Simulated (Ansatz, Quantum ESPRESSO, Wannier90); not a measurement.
# zigzag Re chain, bond 2.25 Å, width 1.6 Å: Wannier functions and conductance, part 4 of 5

How many channels does the wire offer, and does a small Wannier basis get them right? The wire: zigzag Re chain, bond 2.25 Å, width 1.6 Å.

Quantum ESPRESSO 7.5 and Wannier90 3.1.0; plane-wave DFT, PBE, PseudoDojo norm-conserving pseudopotentials; cross-check by Ansatz 0.2.0 with PAW datasets.

So far. Step 6 (Localisation, bands and conductance): Disentanglement stopped at its cap on iterations, so these spreads are not final. Step 6 (Localisation, bands and conductance): At least 2 of the functions sit far from every atom, off the bonds: the outer window has let in states of the vacuum, so the basis is not the atomic one that was projected.

## (9) Localisation, bands and conductance, with dis_win_max − E_F = 4.0

Level of this step: maximally localised Wannier functions and ballistic conductance; plane-wave DFT, PBE, PseudoDojo norm-conserving pseudopotentials (Wannier90).

How much does a setting matter? One run is repeated with a change.

File wan_w.win:

```
num_wann = 18
num_bands = 39
num_iter = 200
num_print_cycles = 20
conv_tol = 1e-8
conv_window = 5
guiding_centres = true
dis_num_iter = 1500
dis_conv_tol = 1e-8
dis_win_min = -11.3278
dis_win_max = 3.6722
dis_froz_max = 1.1722
search_shells = 120
fermi_energy = -0.3278

transport = true
transport_mode = bulk
one_dim_axis = z
dist_cutoff = 18.88
dist_cutoff_mode = one_dim
tran_win_min = -4.0
tran_win_max = 2.0
tran_energy_step = 0.02

bands_plot = true
bands_num_points = 96
begin kpoint_path
G 0.0 0.0 0.0 Z 0.0 0.0 0.5
end kpoint_path

begin projections
Re:s;p;d
end projections

begin unit_cell_cart
ang
  9.0000000000 0.0000000000 0.0000000000
  0.0000000000 8.0000000000 0.0000000000
  0.0000000000 0.0000000000 3.1638584039
end unit_cell_cart

begin atoms_frac
  Re -0.0888888889 0.0000000000 0.0000000000
  Re 0.0888888889 0.0000000000 0.5000000000
end atoms_frac

mp_grid = 1 1 12
begin kpoints
  0.0 0.0 0.0000000000
  0.0 0.0 0.0833333333
  0.0 0.0 0.1666666667
  0.0 0.0 0.2500000000
  0.0 0.0 0.3333333333
  0.0 0.0 0.4166666667
  0.0 0.0 0.5000000000
  0.0 0.0 0.5833333333
  0.0 0.0 0.6666666667
  0.0 0.0 0.7500000000
  0.0 0.0 0.8333333333
  0.0 0.0 0.9166666667
end kpoints
```

Command:

```bash
OMP_NUM_THREADS=1 wannier90.x wan_w > wan_w.run.log
```

The log of the run:

```text
[banner, memory and clock lines left out]
+---------------------------------------------------+
             |                                                   |
             |                   WANNIER90                       |
             |                                                   |
             +---------------------------------------------------+
             |                                                   |
             |        Welcome to the Maximally-Localized         |
             |        Generalized Wannier Functions code         |
[...]
|  Wannier90 Developer Group:                       |
             |    Giovanni Pizzi    (EPFL)                       |
             |    Valerio Vitale    (Cambridge)                  |
             |    David Vanderbilt  (Rutgers University)         |
             |    Nicola Marzari    (EPFL)                       |
             |    Ivo Souza         (Universidad del Pais Vasco) |
             |    Arash A. Mostofi  (Imperial College London)    |
             |    Jonathan R. Yates (University of Oxford)       |
[...]
|  For the full list of Wannier90 3.x authors,      |
             |  please check the code documentation and the      |
             |  README on the GitHub page of the code            |
[...]
|  [ref] "Wannier90 as a community code:            |
             |        new features and applications",            |
             |        165902 (2020).                             |
[...]
|  in any publications arising from the use of      |
[...]
|  [ref] "Maximally Localized Generalised Wannier   |
             |         Functions for Composite Energy Bands"     |
             |         N. Marzari and D. Vanderbilt              |
             |         Phys. Rev. B 56 12847 (1997)              |
[...]
|  [ref] "Maximally Localized Wannier Functions     |
             |         for Entangled Energy Bands"               |
             |         I. Souza, N. Marzari and D. Vanderbilt    |
             |         Phys. Rev. B 65 035109 (2001)             |
[...]
| Copyright (c) 1996-2020                           |
             |        The Wannier90 Developer Group and          |
             |        individual contributors                    |
[...]
|      Release: 3.1.0        5th March    2020      |
[...]
| This program is free software; you can            |
             | redistribute it and/or modify it under the terms  |
             | of the GNU General Public License as published by |
             | the Free Software Foundation; either version 2 of |
[...]
|                        -----   --------------------                        |
 |                          1               2                                 |
 |                          5               2                                 |
 |                          8               2                                 |
[...]
| Completeness relation is fully satisfied [Eq. (B1), PRB 56, 12847 (1997)]  |
[...]
|                  b_k Vectors (Ang^-1) and Weights (Ang^2)                  |
 |                  ----------------------------------------                  |
 |            No.         b_k(x)      b_k(y)      b_k(z)        w_b           |
 |            ---        --------------------------------     --------        |
 |             1         0.000000    0.000000    0.165494    18.256051        |
 |             2         0.000000    0.000000   -0.165494    18.256051        |
 |             3         0.698132    0.000000    0.000000     1.025877        |
 |             4        -0.698132    0.000000    0.000000     1.025877        |
 |             5         0.000000    0.785398    0.000000     0.810569        |
 |             6         0.000000   -0.785398    0.000000     0.810569        |
[...]
|                           b_k Directions (Ang^-1)                          |
 |                           -----------------------                          |
 |            No.           x           y           z                         |
 |            ---        --------------------------------                     |
 |             1         0.000000    0.000000    0.165494                     |
 |             2         0.698132    0.000000    0.000000                     |
 |             3         0.000000    0.785398    0.000000                     |
[...]
Time to get kmesh              0.011 (sec)
 *============================================================================*
 |                              MEMORY ESTIMATE                               |
 |         Maximum RAM allocated during each phase of the calculation         |
 *============================================================================*
 |                        Disentanglement            2.63 Mb                  |
 |                            Wannierise:            1.17 Mb                  |
 |                          plot_wannier:            1.17 Mb                  |
 *----------------------------------------------------------------------------*

 Starting a new Wannier90 calculation ...

 Reading overlaps from wan_w.mmn    :  Created on   at 18:21:29

 Reading projections from wan_w.amn :  Created on   at 18:21:17

 Time to read overlaps          0.064 (sec)

 *------------------------------- DISENTANGLE --------------------------------*
 +----------------------------------------------------------------------------+
 |                              Energy  Windows                               |
 |                              ---------------                               |
 |                   Outer:  -11.32780  to    3.67220  (eV)                   |
 |                   Inner:  -11.32780  to    1.17220  (eV)                   |
 +----------------------------------------------------------------------------+
 Error at k-point    1 ndimwin 14 num_wann 18
 Exiting.......
 dis_windows: Energy window contains fewer states than number of target WFs
[the rest left out]
[key lines of the parts left out:]
|  Fermi energy (eV)                         :            -0.328             |
```

The job ended after 0.54 s (1 MPI rank of Arm Neoverse V2, shared host; peak memory 0.09 GiB).

The input was rejected at the start.

The outer window must hold at least num_wann states at every k: widen it, with enough bands computed to fill it.

## (10) Neighbour list from wannier90 -pp, with dis_win_max − E_F = -1.0

Another try, with an input changed as a hurried user might.

File wan_bad.win:

```
num_wann = 18
num_bands = 39
num_iter = 200
num_print_cycles = 20
conv_tol = 1e-8
conv_window = 5
guiding_centres = true
dis_num_iter = 1500
dis_conv_tol = 1e-8
dis_win_min = -11.3278
dis_win_max = -1.3278
dis_froz_max = 1.1722
search_shells = 120
fermi_energy = -0.3278

transport = true
transport_mode = bulk
one_dim_axis = z
dist_cutoff = 18.88
dist_cutoff_mode = one_dim
tran_win_min = -4.0
tran_win_max = 2.0
tran_energy_step = 0.02

bands_plot = true
bands_num_points = 96
begin kpoint_path
G 0.0 0.0 0.0 Z 0.0 0.0 0.5
end kpoint_path

begin projections
Re:s;p;d
end projections

begin unit_cell_cart
ang
  9.0000000000 0.0000000000 0.0000000000
  0.0000000000 8.0000000000 0.0000000000
  0.0000000000 0.0000000000 3.1638584039
end unit_cell_cart

begin atoms_frac
  Re -0.0888888889 0.0000000000 0.0000000000
  Re 0.0888888889 0.0000000000 0.5000000000
end atoms_frac

mp_grid = 1 1 12
begin kpoints
  0.0 0.0 0.0000000000
  0.0 0.0 0.0833333333
  0.0 0.0 0.1666666667
  0.0 0.0 0.2500000000
  0.0 0.0 0.3333333333
  0.0 0.0 0.4166666667
  0.0 0.0 0.5000000000
  0.0 0.0 0.5833333333
  0.0 0.0 0.6666666667
  0.0 0.0 0.7500000000
  0.0 0.0 0.8333333333
  0.0 0.0 0.9166666667
end kpoints
```

Command:

```bash
OMP_NUM_THREADS=1 wannier90.x -pp wan_bad > wan_bad.pp.log
```

The job ended after 0.47 s (1 MPI rank; peak memory 0.09 GiB).

## (11) Overlaps and projections

The follow-up step for that run.

File wan_bad.p2w.in:

```
&inputpp
  prefix = 'nscf'
  outdir = './out'
  seedname = 'wan_bad'
  write_mmn = .true.
  write_amn = .true.
  write_unk = .false.
/
```

Command:

```bash
OMP_NUM_THREADS=1 mpirun -n 2 pw2wannier90.x -in wan_bad.p2w.in > wan_bad.p2w.out
```

Wall time 16 s (2 MPI ranks); peak memory 0.13 GiB; 33 s of CPU time.

## (12) Wannier functions and transport, with dis_win_max − E_F = -1.0

One more run, with a changed input.

File wan_bad.win:

```
num_wann = 18
num_bands = 39
num_iter = 200
num_print_cycles = 20
conv_tol = 1e-8
conv_window = 5
guiding_centres = true
dis_num_iter = 1500
dis_conv_tol = 1e-8
dis_win_min = -11.3278
dis_win_max = -1.3278
dis_froz_max = 1.1722
search_shells = 120
fermi_energy = -0.3278

transport = true
transport_mode = bulk
one_dim_axis = z
dist_cutoff = 18.88
dist_cutoff_mode = one_dim
tran_win_min = -4.0
tran_win_max = 2.0
tran_energy_step = 0.02

bands_plot = true
bands_num_points = 96
begin kpoint_path
G 0.0 0.0 0.0 Z 0.0 0.0 0.5
end kpoint_path

begin projections
Re:s;p;d
end projections

begin unit_cell_cart
ang
  9.0000000000 0.0000000000 0.0000000000
  0.0000000000 8.0000000000 0.0000000000
  0.0000000000 0.0000000000 3.1638584039
end unit_cell_cart

begin atoms_frac
  Re -0.0888888889 0.0000000000 0.0000000000
  Re 0.0888888889 0.0000000000 0.5000000000
end atoms_frac

mp_grid = 1 1 12
begin kpoints
  0.0 0.0 0.0000000000
  0.0 0.0 0.0833333333
  0.0 0.0 0.1666666667
  0.0 0.0 0.2500000000
  0.0 0.0 0.3333333333
  0.0 0.0 0.4166666667
  0.0 0.0 0.5000000000
  0.0 0.0 0.5833333333
  0.0 0.0 0.6666666667
  0.0 0.0 0.7500000000
  0.0 0.0 0.8333333333
  0.0 0.0 0.9166666667
end kpoints
```

Command:

```bash
OMP_NUM_THREADS=1 wannier90.x wan_bad > wan_bad.run.log
```

The log of the run:

```text
[banner, memory and clock lines left out]
+---------------------------------------------------+
             |                                                   |
             |                   WANNIER90                       |
             |                                                   |
             +---------------------------------------------------+
             |                                                   |
             |        Welcome to the Maximally-Localized         |
             |        Generalized Wannier Functions code         |
[...]
|  Wannier90 Developer Group:                       |
             |    Giovanni Pizzi    (EPFL)                       |
             |    Valerio Vitale    (Cambridge)                  |
             |    David Vanderbilt  (Rutgers University)         |
             |    Nicola Marzari    (EPFL)                       |
             |    Ivo Souza         (Universidad del Pais Vasco) |
             |    Arash A. Mostofi  (Imperial College London)    |
             |    Jonathan R. Yates (University of Oxford)       |
[...]
|  For the full list of Wannier90 3.x authors,      |
             |  please check the code documentation and the      |
             |  README on the GitHub page of the code            |
[...]
|  [ref] "Wannier90 as a community code:            |
             |        new features and applications",            |
             |        165902 (2020).                             |
[...]
|  in any publications arising from the use of      |
[...]
|  [ref] "Maximally Localized Generalised Wannier   |
             |         Functions for Composite Energy Bands"     |
             |         N. Marzari and D. Vanderbilt              |
             |         Phys. Rev. B 56 12847 (1997)              |
[...]
|  [ref] "Maximally Localized Wannier Functions     |
             |         for Entangled Energy Bands"               |
             |         I. Souza, N. Marzari and D. Vanderbilt    |
             |         Phys. Rev. B 65 035109 (2001)             |
[...]
| Copyright (c) 1996-2020                           |
             |        The Wannier90 Developer Group and          |
             |        individual contributors                    |
[...]
|      Release: 3.1.0        5th March    2020      |
[...]
| This program is free software; you can            |
             | redistribute it and/or modify it under the terms  |
             | of the GNU General Public License as published by |
             | the Free Software Foundation; either version 2 of |
[...]
|                        -----   --------------------                        |
 |                          1               2                                 |
 |                          5               2                                 |
 |                          8               2                                 |
[...]
| Completeness relation is fully satisfied [Eq. (B1), PRB 56, 12847 (1997)]  |
[...]
|                  b_k Vectors (Ang^-1) and Weights (Ang^2)                  |
 |                  ----------------------------------------                  |
 |            No.         b_k(x)      b_k(y)      b_k(z)        w_b           |
 |            ---        --------------------------------     --------        |
 |             1         0.000000    0.000000    0.165494    18.256051        |
 |             2         0.000000    0.000000   -0.165494    18.256051        |
 |             3         0.698132    0.000000    0.000000     1.025877        |
 |             4        -0.698132    0.000000    0.000000     1.025877        |
 |             5         0.000000    0.785398    0.000000     0.810569        |
 |             6         0.000000   -0.785398    0.000000     0.810569        |
[...]
|                           b_k Directions (Ang^-1)                          |
 |                           -----------------------                          |
 |            No.           x           y           z                         |
 |            ---        --------------------------------                     |
 |             1         0.000000    0.000000    0.165494                     |
 |             2         0.698132    0.000000    0.000000                     |
 |             3         0.000000    0.785398    0.000000                     |
[...]
Time to get kmesh              0.011 (sec)
 *============================================================================*
 |                              MEMORY ESTIMATE                               |
 |         Maximum RAM allocated during each phase of the calculation         |
 *============================================================================*
 |                        Disentanglement            2.63 Mb                  |
 |                            Wannierise:            1.17 Mb                  |
 |                          plot_wannier:            1.17 Mb                  |
 *----------------------------------------------------------------------------*

 Starting a new Wannier90 calculation ...

 Reading overlaps from wan_bad.mmn    :  Created on   at 18:21:46

 Reading projections from wan_bad.amn :  Created on   at 18:21:35

 Time to read overlaps          0.064 (sec)

 *------------------------------- DISENTANGLE --------------------------------*
 +----------------------------------------------------------------------------+
 |                              Energy  Windows                               |
 |                              ---------------                               |
 |                   Outer:  -11.32780  to   -1.32780  (eV)                   |
 |                   Inner:  -11.32780  to    1.17220  (eV)                   |
 +----------------------------------------------------------------------------+
 Error at k-point    1 ndimwin  6 num_wann 18
 Exiting.......
 dis_windows: Energy window contains fewer states than number of target WFs
[the rest left out]
[key lines of the parts left out:]
|  Fermi energy (eV)                         :            -0.328             |
```

The job ended after 0.53 s (1 MPI rank; peak memory 0.09 GiB).

The program refused the input before any cycle.

The fault put into the input: an outer window with too few states (dis_win_max − E_F = -1.0).

The outer window must hold at least num_wann states at every k: widen it, with enough bands computed to fill it.

(Continued in part 5 of 5.)

[Logs are printed without paths, hosts, clocks, repeated set-up lines and the standing remarks that a program may print on its own settings, such as how far it seeks lower states.]

[Hosts, paths, dates, database ids (printed as entryN), source tags and the programs' standing remarks are cut or masked in the printed files.]

[Maps of the electrostatic potential energy from Ansatz leave out the sawtooth potential of an applied field or a dipole correction, so their vacuum need not be flat; planar profiles and work functions include it.]
